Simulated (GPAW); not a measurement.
## The basis that the transmission of a Ga chain with one S atom in line needs

How well does a Ga chain with one S atom in line conduct at low bias, and how far do basis and functional move the answer?

Program: GPAW 26.7.0. Level of theory: GPAW LCAO, PAW setups; Landauer transmission from Green's functions with principal layers (ASE), zero bias. Results are calculated unless marked as measured.

This is a report of a sequence of runs, with most program output left out.

## (1) The starting structure

The cell holds 11 atoms: 10 Ga and 1 S. Cell: a = 9.000 Å, b = 9.000 Å, c = 27.361 Å, α = 90.0°, β = 90.0°, γ = 90.0°. Regions: left lead, 5 atoms (5 Ga); channel, 1 atom (1 S); right lead, 5 atoms (5 Ga). Vacuum lies along a and b. The structure is stacked along c, and the current runs across the ab planes.

As a file:

```cif
data_structure
_symmetry_space_group_name_H-M 'P 1'
_symmetry_Int_Tables_number 1
_cell_length_a 9.0000
_cell_length_b 9.0000
_cell_length_c 27.3614
_cell_angle_alpha 90.000
_cell_angle_beta 90.000
_cell_angle_gamma 90.000
_cell_volume 2216.27
loop_
_atom_site_label
_atom_site_type_symbol
_atom_site_fract_x
_atom_site_fract_y
_atom_site_fract_z
_atom_site_occupancy
Ga1 Ga 0.50000 0.50000 0.04660 1
Ga2 Ga 0.50000 0.50000 0.13980 1
Ga3 Ga 0.50000 0.50000 0.23299 1
Ga4 Ga 0.50000 0.50000 0.32619 1
Ga5 Ga 0.50000 0.50000 0.41939 1
S6 S 0.50000 0.50000 0.50000 1
Ga7 Ga 0.50000 0.50000 0.58061 1
Ga8 Ga 0.50000 0.50000 0.67381 1
Ga9 Ga 0.50000 0.50000 0.76701 1
Ga10 Ga 0.50000 0.50000 0.86020 1
Ga11 Ga 0.50000 0.50000 0.95340 1
```

## (2) Double-zeta polarised basis

Localised orbitals split the wire into layers that couple to their neighbours alone, which is what the Green's function method needs; double zeta with polarisation is the usual level for numbers.

File run.py:

```python
import json
import numpy as np
from ase import Atoms
from ase.transport.calculators import TransportCalculator
from gpaw import GPAW, FermiDirac
from gpaw.lcao.tools import get_lcao_hamiltonian
from scipy.linalg import eigh

# The junction with lead layers at both ends, along the third cell vector
device = Atoms(
    ['Ga', 'Ga', 'Ga', 'Ga', 'Ga', 'S', 'Ga', 'Ga', 'Ga', 'Ga', 'Ga'],
    positions=[
        [4.50000, 4.50000, 1.27500],
        [4.50000, 4.50000, 3.82500],
        [4.50000, 4.50000, 6.37500],
        [4.50000, 4.50000, 8.92500],
        [4.50000, 4.50000, 11.47500],
        [4.50000, 4.50000, 13.68070],
        [4.50000, 4.50000, 15.88640],
        [4.50000, 4.50000, 18.43640],
        [4.50000, 4.50000, 20.98640],
        [4.50000, 4.50000, 23.53640],
        [4.50000, 4.50000, 26.08640]],
    cell=[[9.0, 0.0, 0.0], [0.0, 9.0, 0.0], [0.0, 0.0, 27.3614]],
    pbc=True)

# One principal layer of the lead: the first 3 atoms of the device
lead = Atoms(
    ['Ga', 'Ga', 'Ga'],
    positions=[
        [4.50000, 4.50000, 1.27500],
        [4.50000, 4.50000, 3.82500],
        [4.50000, 4.50000, 6.37500]],
    cell=[[9.0, 0.0, 0.0], [0.0, 9.0, 0.0], [0.0, 0.0, 7.65]],
    pbc=True)

settings = dict(mode='lcao', basis='dzp', xc='PBE', h=0.2,
                occupations=FermiDirac(0.1), maxiter=250,
                mixer=dict(beta=0.1, nmaxold=8, weight=100.0),
                convergence=dict(density=0.0001))
energies = np.arange(-3, 3 + 1e-9, 0.075)
eta = 0.0001
n1, n2 = 1, 1
# k and -k transmit alike, so half of the mesh across the current serves
mesh = [(i, j) for i in range(n1) for j in range(n2) if (i, j) <= (-i % n1, -j % n2)]
weights = np.array([1 if (i, j) == (-i % n1, -j % n2) else 2 for i, j in mesh]) / (n1 * n2)

# [... helper functions left out ...]
fermi_lead = ground_state(lead, (1, 1, 15), 'lead.txt')
fermi_device = ground_state(device, (1, 1, 3), 'device.txt')
# [... loop over the mesh left out, but for ...]
        # Shift the lead onto the potential of the device's first layer
        shift = ((H[:, 0, 0] - H0[:, 0, 0]) / S0[0, 0]).real.mean()
# [...]
kT = 8.617333e-5 * 300
bias = [0.1, 0.2, 0.5, 1.0, 1.5, 2.0]
# [... integrals and printing left out ...]
```

Run with:

```bash
$ OMP_NUM_THREADS=1 OPENBLAS_NUM_THREADS=1 python run.py
```

The job ended after 30 s (1 thread of Arm Neoverse V2, shared host; peak memory 0.94 GiB).

This step gave:

```yaml
conductance: 1.854 G₀
thermopower: -2.790 μV/K
largest_coupling_past_the_next_principal_layer: 6.03e-5 eV
largest_misfit_of_the_first_principal_layer: 0.09103 eV
shift_that_aligns_the_lead: -0.01916 eV
basis_functions_of_the_junction: 143
basis_functions_of_a_principal_layer: 39
transmission_at_the_fermi_level_one_spin: 1.885
```

One spin. The transmission, zone mean by energy, zero at the Fermi level:

| energy (eV) | transmission, zone mean |
| --- | --- |
| -3.00 | 0.747 |
| -2.85 | 0.750 |
| -2.70 | 0.753 |
| -2.55 | 0.757 |
| -2.33 | 0.764 |
| -2.17 | 0.770 |
| -2.02 | 0.780 |
| -1.88 | 0.797 |
| -1.73 | 0.831 |
| -1.57 | 0.954 |
| -1.35 | 0.590 |
| -1.20 | 0.678 |
| -1.05 | 0.706 |
| -0.90 | 0.722 |
| -0.75 | 0.732 |
| -0.60 | 0.739 |
| -0.38 | 0.746 |
| -0.23 | 0.956 |
| -0.07 | 1.80 |
| 0.00 | 1.89 |
| 0.07 | 1.87 |
| 0.23 | 1.77 |
| 0.38 | 1.72 |
| 0.60 | 1.73 |
| 0.75 | 1.77 |
| 0.90 | 1.83 |
| 1.05 | 1.89 |
| 1.20 | 1.96 |
| 1.35 | 2.03 |
| 1.57 | 2.13 |
| 1.73 | 2.18 |
| 1.88 | 2.23 |
| 2.02 | 2.26 |
| 2.17 | 2.28 |
| 2.33 | 2.29 |
| 2.55 | 2.29 |
| 2.70 | 2.28 |
| 2.85 | 2.26 |
| 3.00 | 2.23 |

Not self-consistent under bias; the bias window is split evenly. Current through one cell, from the zero-bias transmission against bias:

| bias (V) | current through one cell, from the zero-bias transmission (μA) |
| --- | --- |
| 0.100 | 14.3 |
| 0.200 | 28.2 |
| 0.500 | 64.0 |
| 1.000 | 113 |
| 1.500 | 161 |
| 2.000 | 210 |

Transmission of the three most open eigenchannels against energy, zero at the Fermi level:

| energy (eV) | channel 1 | channel 2 | channel 3 |
| --- | --- | --- | --- |
| -3.0000 | 0.747 | 9.5e-12 | 0 |
| -2.7750 | 0.751 | 9.3e-12 | 0 |
| -2.4750 | 0.759 | 9.1e-12 | 0 |
| -2.2500 | 0.767 | 8.9e-12 | 0 |
| -2.0250 | 0.780 | 8.7e-12 | 0 |
| -1.7250 | 0.831 | 8.4e-12 | 0 |
| -1.5000 | 1.9e-4 | 8.3e-12 | 0 |
| -1.2750 | 0.649 | 8.0e-12 | 0 |
| -0.9750 | 0.715 | 7.6e-12 | 0 |
| -0.7500 | 0.732 | 7.4e-12 | 0 |
| -0.5250 | 0.742 | 7.1e-12 | 0 |
| -0.2250 | 0.750 | 0.103 | 0.103 |
| 0.0000 | 0.755 | 0.565 | 0.565 |
| 0.2250 | 0.758 | 0.507 | 0.507 |
| 0.5250 | 0.760 | 0.481 | 0.481 |
| 0.7500 | 0.762 | 0.506 | 0.506 |
| 0.9750 | 0.763 | 0.549 | 0.549 |
| 1.2750 | 0.766 | 0.616 | 0.616 |
| 1.5000 | 0.768 | 0.665 | 0.665 |
| 1.7250 | 0.770 | 0.706 | 0.706 |
| 2.0250 | 0.775 | 0.742 | 0.742 |
| 2.2500 | 0.778 | 0.754 | 0.754 |
| 2.4750 | 0.782 | 0.756 | 0.756 |
| 2.7750 | 0.786 | 0.742 | 0.742 |
| 3.0000 | 0.789 | 0.719 | 0.719 |

Couplings past the next layer reach 6.0e-5 eV, small enough to drop; the matrix elements of the cell's first layer differ from the bulk lead's by up to 0.091 eV. That layer keeps its own values in the calculation, and only beyond it is the lead taken as perfect. The Fermi levels of lead and junction count from different zeros of potential, one for each periodic cell; with both set to zero, the small remaining shift is what aligns them. By hand: G = 1.854 × 77.48 μS = 144 μS, a resistance of 6.96 kΩ; at 0.1 V a linear junction would pass 14.4 μA, and the integral over the bias window gives 14.3 μA. Mott's formula, S = -(π²/3)(k_B²T/e) d ln T/dE, has the prefactor 7.33 μV/K·eV at 300 K; T = 1.799 at -0.075 eV and 1.865 at 0.075 eV give a slope of 0.242 per eV and S = -1.77 μV/K, beside -2.79 μV/K from the thermal integral, which interpolates the same grid.

## (3) Single-zeta polarised basis

The second zeta is dropped, the polarisation orbitals stay.

run.py: that of step 2 with these lines changed.

```diff
@@ -36,3 +36,3 @@
 
-settings = dict(mode='lcao', basis='dzp', xc='PBE', h=0.2,
+settings = dict(mode='lcao', basis='szp(dzp)', xc='PBE', h=0.2,
                 occupations=FermiDirac(0.1), maxiter=250,
```

It took 26 s on 1 thread; peak memory 0.92 GiB.

This step gave:

- conductance: 1.807 G₀
- thermopower: -3.358 μV/K
- largest coupling past the next principal layer: 5.81e-5 eV
- largest misfit of the first principal layer: 0.09476 eV
- shift that aligns the lead: -0.01807 eV
- basis functions of the junction: 99
- basis functions of a principal layer: 27
- transmission at the Fermi level (one spin): 1.840

One spin. Table of transmission, zone mean by energy, zero at the Fermi level:

| energy (eV) | transmission, zone mean |
| --- | --- |
| -3.0000 | 0.793 |
| -2.7750 | 0.804 |
| -2.4750 | 0.828 |
| -2.2500 | 0.857 |
| -2.0250 | 0.912 |
| -1.8000 | 0.999 |
| -1.7250 | 0.715 |
| -1.5000 | 7.7e-7 |
| -1.2750 | 0.421 |
| -0.9750 | 0.585 |
| -0.7500 | 0.630 |
| -0.5250 | 0.656 |
| -0.2250 | 0.814 |
| 0.0000 | 1.84 |
| 0.2250 | 1.74 |
| 0.5250 | 1.72 |
| 0.7500 | 1.78 |
| 0.9750 | 1.88 |
| 1.2750 | 2.03 |
| 1.5000 | 2.14 |
| 1.7250 | 2.22 |
| 2.0250 | 2.30 |
| 2.2500 | 2.32 |
| 2.4000 | 2.33 |
| 2.4750 | 2.33 |
| 2.7750 | 2.31 |
| 3.0000 | 2.26 |

Not self-consistent under bias; the bias window is split evenly. The current through one cell, from the zero-bias transmission by bias:

| bias (V) | current through one cell, from the zero-bias transmission (μA) |
| --- | --- |
| 0.100 | 13.9 |
| 0.200 | 27.4 |
| 0.500 | 61.6 |
| 1.000 | 108 |
| 1.500 | 154 |
| 2.000 | 202 |

The transmission of the three most open eigenchannels by energy, zero at the Fermi level:

| energy (eV) | channel 1 | channel 2 | channel 3 |
| --- | --- | --- | --- |
| -3.00 | 0.793 | 0 | 0 |
| -2.85 | 0.800 | 0 | 0 |
| -2.70 | 0.809 | 0 | 0 |
| -2.55 | 0.820 | 0 | 0 |
| -2.33 | 0.846 | 0 | 0 |
| -2.17 | 0.872 | 0 | 0 |
| -2.02 | 0.912 | 0 | 0 |
| -1.88 | 0.975 | 0 | 0 |
| -1.73 | 0.715 | 0 | 0 |
| -1.57 | 2.5e-5 | 0 | 0 |
| -1.35 | 0.312 | 0 | 0 |
| -1.20 | 0.487 | 0 | 0 |
| -1.05 | 0.562 | 0 | 0 |
| -0.90 | 0.603 | 0 | 0 |
| -0.75 | 0.630 | 0 | 0 |
| -0.60 | 0.648 | 0 | 0 |
| -0.38 | 0.667 | 4.4e-12 | 4.4e-12 |
| -0.23 | 0.677 | 0.0685 | 0.0685 |
| -0.07 | 0.684 | 0.530 | 0.530 |
| 0.00 | 0.687 | 0.577 | 0.577 |
| 0.07 | 0.689 | 0.567 | 0.567 |
| 0.23 | 0.694 | 0.523 | 0.523 |
| 0.38 | 0.698 | 0.503 | 0.503 |
| 0.60 | 0.702 | 0.516 | 0.516 |
| 0.75 | 0.704 | 0.540 | 0.540 |
| 0.90 | 0.706 | 0.571 | 0.571 |
| 1.05 | 0.708 | 0.606 | 0.606 |
| 1.20 | 0.709 | 0.643 | 0.643 |
| 1.35 | 0.711 | 0.679 | 0.679 |
| 1.57 | 0.728 | 0.728 | 0.713 |
| 1.73 | 0.754 | 0.754 | 0.714 |
| 1.88 | 0.774 | 0.774 | 0.716 |
| 2.02 | 0.789 | 0.789 | 0.717 |
| 2.17 | 0.799 | 0.799 | 0.719 |
| 2.33 | 0.801 | 0.801 | 0.721 |
| 2.55 | 0.802 | 0.802 | 0.724 |
| 2.70 | 0.794 | 0.794 | 0.726 |
| 2.85 | 0.782 | 0.782 | 0.728 |
| 3.00 | 0.765 | 0.765 | 0.730 |

The conductance, 1.81 G₀, lies 2.6 % below that of the dzp run.

## (4) Minimal basis

One function for each valence shell of the setup, as for a first survey of a large system.

run.py: that of step 3 with these lines changed.

```diff
@@ -36,3 +36,3 @@
 
-settings = dict(mode='lcao', basis='szp(dzp)', xc='PBE', h=0.2,
+settings = dict(mode='lcao', basis='sz(dzp)', xc='PBE', h=0.2,
                 occupations=FermiDirac(0.1), maxiter=250,
```

The job ended after 19 s (1 thread; peak memory 0.84 GiB).

This step gave:

```yaml
conductance: 1.751 G₀
thermopower: -3.393 μV/K
largest_coupling_past_the_next_principal_layer: 5.75e-5 eV
largest_misfit_of_the_first_principal_layer: 0.07650 eV
shift_that_aligns_the_lead: -0.01214 eV
basis_functions_of_the_junction: 44
basis_functions_of_a_principal_layer: 12
transmission_at_the_fermi_level_one_spin: 1.783
```

The conductance, 1.75 G₀, lies 5.6 % below that of the dzp run.

## (5) revPBE in the dzp basis: xc = "revPBE"

Back in the dzp basis, the functional changes from PBE to revPBE, to set the spread between functionals beside that between bases.

run.py: that of step 4 with these lines changed.

```diff
@@ -36,3 +36,3 @@
 
-settings = dict(mode='lcao', basis='sz(dzp)', xc='PBE', h=0.2,
+settings = dict(mode='lcao', basis='dzp', xc='revPBE', h=0.2,
                 occupations=FermiDirac(0.1), maxiter=250,
```

Elapsed: 29 s, on 1 thread; peak memory 0.93 GiB.

This step gave:

```yaml
conductance: 1.851 G₀
thermopower: -2.550 μV/K
largest_coupling_past_the_next_principal_layer: 6.04e-5 eV
largest_misfit_of_the_first_principal_layer: 0.09173 eV
shift_that_aligns_the_lead: -0.02006 eV
basis_functions_of_the_junction: 143
basis_functions_of_a_principal_layer: 39
transmission_at_the_fermi_level_one_spin: 1.882
```

The conductance equals that of the dzp run to 0.2 %.

## (6) The ladder

Times are for 1 thread of Arm Neoverse V2, shared host. The series side by side:

| no. | run | conductance (G₀) | time | memory (GiB) |
| --- | --- | --- | --- | --- |
| 1 | dzp | 1.854 | 30 s | 0.94 |
| 2 | szp | 1.807 | 26 s | 0.92 |
| 3 | sz | 1.751 | 19 s | 0.84 |
| 4 | dzp revPBE | 1.851 | 29 s | 0.93 |

## (7) The levels side by side

The curves are compared point by point over the common energies.

This step: comparison of transmission and cost over codes and levels (GPAW 26.7.0).

Ladder, by row:

| step | code | T at the Fermi level (sum over the listed spins) | conductance (G0) | r.m.s. T(E) from the first | wall time (s) | peak memory (GiB) | threads |
| --- | --- | --- | --- | --- | --- | --- | --- |
| dzp | GPAW | 1.885 | 1.854 | 0 | 29.88 | 0.94 | 1 |
| szp | GPAW | 1.84 | 1.807 | 0.1695 | 25.91 | 0.92 | 1 |
| sz | GPAW | 1.783 | 1.751 | 0.213 | 19.37 | 0.84 | 1 |
| dzp-revPBE | GPAW | 1.882 | 1.851 | 0.1127 | 29.12 | 0.93 | 1 |

Transmission, zone mean, sum over the listed spins against energy, zero at the Fermi level:

| energy (eV) | dzp | szp | sz | dzp-revPBE |
| --- | --- | --- | --- | --- |
| -3.0000 | 0.747 | 0.793 | 0.769 | 0.733 |
| -2.7750 | 0.751 | 0.804 | 0.779 | 0.735 |
| -2.4750 | 0.759 | 0.828 | 0.801 | 0.738 |
| -2.2500 | 0.767 | 0.857 | 0.832 | 0.741 |
| -2.0250 | 0.780 | 0.912 | 0.896 | 0.746 |
| -1.8000 | 0.810 | 0.999 | 0.981 | 0.754 |
| -1.7250 | 0.831 | 0.715 | 5.3e-6 | 0.760 |
| -1.5750 | 0.954 | 2.5e-5 | 1.0e-6 | 0.790 |
| -1.5000 | 1.9e-4 | 7.7e-7 | 0.0142 | 0.933 |
| -1.2750 | 0.649 | 0.421 | 0.447 | 0.724 |
| -0.9750 | 0.715 | 0.585 | 0.563 | 0.742 |
| -0.7500 | 0.732 | 0.630 | 0.597 | 0.748 |
| -0.5250 | 0.742 | 0.656 | 0.618 | 0.753 |
| -0.2250 | 0.956 | 0.814 | 0.781 | 0.968 |
| 0.0000 | 1.89 | 1.84 | 1.78 | 1.88 |
| 0.2250 | 1.77 | 1.74 | 1.67 | 1.76 |
| 0.5250 | 1.72 | 1.72 | 1.61 | 1.71 |
| 0.7500 | 1.77 | 1.78 | 1.66 | 1.76 |
| 0.9750 | 1.86 | 1.88 | 1.74 | 1.85 |
| 1.2750 | 2.00 | 2.03 | 1.87 | 1.99 |
| 1.5000 | 2.10 | 2.14 | 1.97 | 2.09 |
| 1.7250 | 2.18 | 2.22 | 2.04 | 2.17 |
| 2.0250 | 2.26 | 2.30 | 2.12 | 2.25 |
| 2.2500 | 2.29 | 2.32 | 2.14 | 2.28 |
| 2.3250 | 2.29 | 2.32 | 2.15 | 2.28 |
| 2.4000 | 2.29 | 2.33 | 2.14 | 2.28 |
| 2.4750 | 2.29 | 2.33 | 2.14 | 2.28 |
| 2.7750 | 2.27 | 2.31 | 2.09 | 2.26 |
| 3.0000 | 2.23 | 2.26 | 2.01 | 2.21 |

## (8) Potential alignment off, density threshold 0.001, functional LDA

Without the shift, lead and junction are matched by their Fermi levels alone. The Hamiltonian is taken from the last density. The density threshold is one of the tests that end the cycle; the energy must settle too, so a loose value may not be the test that decides. The functional moves levels against the Fermi level.

This step: GPAW LCAO, PAW setups; Landauer transmission from Green's functions with principal layers (ASE), zero bias (GPAW 26.7.0).

run.py: that of step 5 with these lines changed.

```diff
@@ -36,6 +36,6 @@
 
-settings = dict(mode='lcao', basis='dzp', xc='revPBE', h=0.2,
+settings = dict(mode='lcao', basis='dzp', xc='LDA', h=0.2,
                 occupations=FermiDirac(0.1), maxiter=250,
                 mixer=dict(beta=0.1, nmaxold=8, weight=100.0),
-                convergence=dict(density=0.0001))
+                convergence=dict(density=0.001))
 energies = np.arange(-3, 3 + 1e-9, 0.075)
@@ -51,4 +51,4 @@
 # [... loop over the mesh left out, but for ...]
-        # Shift the lead onto the potential of the device's first layer
-        shift = ((H[:, 0, 0] - H0[:, 0, 0]) / S0[0, 0]).real.mean()
+        # Lead and device are aligned by their Fermi levels alone
+        shift = 0.0
 # [...]
```

It took 22 s on 1 thread; peak memory 0.94 GiB.

Numbers from this step:

- conductance: 1.827 G₀
- thermopower: -4.769 μV/K
- largest coupling past the next principal layer: 5.91e-5 eV
- largest misfit of the first principal layer: 0.07096 eV
- shift that aligns the lead: 0 eV
- transmission at the Fermi level (one spin): 1.854

One spin. Transmission, zone mean against energy, zero at the Fermi level:

| energy (eV) | transmission, zone mean |
| --- | --- |
| -3.00 | 0.784 |
| -2.77 | 0.795 |
| -2.55 | 0.809 |
| -2.40 | 0.822 |
| -2.17 | 0.847 |
| -1.95 | 0.894 |
| -1.73 | 0.992 |
| -1.57 | 7.6e-6 |
| -1.35 | 0.363 |
| -1.12 | 0.600 |
| -0.90 | 0.668 |
| -0.75 | 0.692 |
| -0.53 | 0.717 |
| -0.30 | 0.735 |
| -0.07 | 1.73 |
| 0.00 | 1.85 |
| 0.07 | 1.88 |
| 0.30 | 1.78 |
| 0.53 | 1.74 |
| 0.75 | 1.80 |
| 0.90 | 1.87 |
| 1.12 | 1.98 |
| 1.35 | 2.08 |
| 1.57 | 2.16 |
| 1.73 | 2.21 |
| 1.95 | 2.28 |
| 2.17 | 2.33 |
| 2.40 | 2.36 |
| 2.48 | 2.36 |
| 2.55 | 2.36 |
| 2.77 | 2.33 |
| 3.00 | 2.27 |

Not self-consistent under bias; the bias window is split evenly. The current through one cell, from the zero-bias transmission by bias:

| bias (V) | current through one cell, from the zero-bias transmission (μA) |
| --- | --- |
| 0.100 | 14.1 |
| 0.200 | 27.8 |
| 0.500 | 64.0 |
| 1.000 | 113 |
| 1.500 | 161 |
| 2.000 | 210 |

Table of transmission of the three most open eigenchannels by energy, zero at the Fermi level:

| energy (eV) | channel 1 | channel 2 | channel 3 |
| --- | --- | --- | --- |
| -3.0000 | 0.784 | 1.0e-11 | 0 |
| -2.7750 | 0.795 | 1.0e-11 | 0 |
| -2.4750 | 0.815 | 9.9e-12 | 0 |
| -2.2500 | 0.837 | 9.7e-12 | 0 |
| -2.0250 | 0.875 | 9.5e-12 | 0 |
| -1.7250 | 0.992 | 9.2e-12 | 0 |
| -1.5000 | 4.1e-6 | 9.3e-12 | 0 |
| -1.2750 | 0.490 | 8.8e-12 | 0 |
| -0.9750 | 0.651 | 8.4e-12 | 0 |
| -0.7500 | 0.692 | 8.1e-12 | 0 |
| -0.5250 | 0.717 | 7.8e-12 | 0 |
| -0.2250 | 0.739 | 0.115 | 0.115 |
| 0.0000 | 0.750 | 0.552 | 0.552 |
| 0.2250 | 0.758 | 0.533 | 0.533 |
| 0.5250 | 0.764 | 0.487 | 0.487 |
| 0.7500 | 0.766 | 0.516 | 0.516 |
| 0.9750 | 0.767 | 0.571 | 0.571 |
| 1.2750 | 0.768 | 0.642 | 0.642 |
| 1.5000 | 0.769 | 0.684 | 0.684 |
| 1.7250 | 0.771 | 0.720 | 0.720 |
| 2.0250 | 0.775 | 0.761 | 0.761 |
| 2.2500 | 0.782 | 0.782 | 0.779 |
| 2.4750 | 0.788 | 0.788 | 0.784 |
| 2.7750 | 0.790 | 0.770 | 0.770 |
| 3.0000 | 0.794 | 0.740 | 0.740 |

The conductance, 1.83 G₀, lies 1.5 % below that of the dzp run.

## (9) Another change of settings

A last run, with other settings again.

run.py: that of step 8 with these lines changed.

```diff
@@ -36,6 +36,6 @@
 
-settings = dict(mode='lcao', basis='dzp', xc='LDA', h=0.2,
-                occupations=FermiDirac(0.1), maxiter=250,
+settings = dict(mode='lcao', basis='cc-pVDZ', xc='PBE', h=0.2,
+                occupations=FermiDirac(0.1), maxiter=50,
                 mixer=dict(beta=0.1, nmaxold=8, weight=100.0),
-                convergence=dict(density=0.001))
+                convergence=dict(density=0.0001))
 energies = np.arange(-3, 3 + 1e-9, 0.075)
@@ -51,4 +51,4 @@
 # [... loop over the mesh left out, but for ...]
-        # Lead and device are aligned by their Fermi levels alone
-        shift = 0.0
+        # Shift the lead onto the potential of the device's first layer
+        shift = ((H[:, 0, 0] - H0[:, 0, 0]) / S0[0, 0]).real.mean()
 # [...]
```

The job ended after 0.6 s (1 thread; peak memory 0.1 GiB).

The program refused the input before any cycle.

The program's message: “FileNotFoundError: Could not find required basis set file "Ga.cc-pVDZ.basis".”

The change that led to it: basis = "cc-pVDZ".

## (10) What came out

| Property | Result |
| --- | --- |
| conductance | 1.85 G₀ |
| transmission at the Fermi level, mean of the spins | 1.89 |
| thermopower | -2.79 μV/K |

What this shows: In the dzp basis the junction conducts 1.85 G₀ at 300 K, with T = 1.89 a spin at the Fermi level; the sz basis reaches that conductance within 10 %. At the Fermi level the three most open eigenchannels pass 0.75, 0.57 and 0.57. Measured against the first run (dzp), the nearest curve is that of dzp-revPBE (r.m.s. 0.11) and the farthest that of sz (0.21). Over the compared runs wall time goes from 19 s (sz) to 30 s (dzp), on a shared host. The geometry was built from estimated bond lengths and not relaxed, so the numbers describe this model structure. An evenly spaced straight chain is an idealisation: free chains tend to dimerise, zigzag or, where a band edge lies near the Fermi level, turn magnetic. The currents use the zero-bias T(E) throughout, which holds only while the bias is small against the distance to the nearest feature. The energy step is wider than the thermal energy, so the conductance and thermopower rest on interpolation of T(E).

[Logs are printed without paths, hosts, clocks, repeated set-up lines and the standing remarks that a program may print on its own settings, such as how far it seeks lower states.]

[Hosts, paths, dates, database ids (printed as entryN), source tags and the programs' standing remarks are cut or masked in the printed files.]
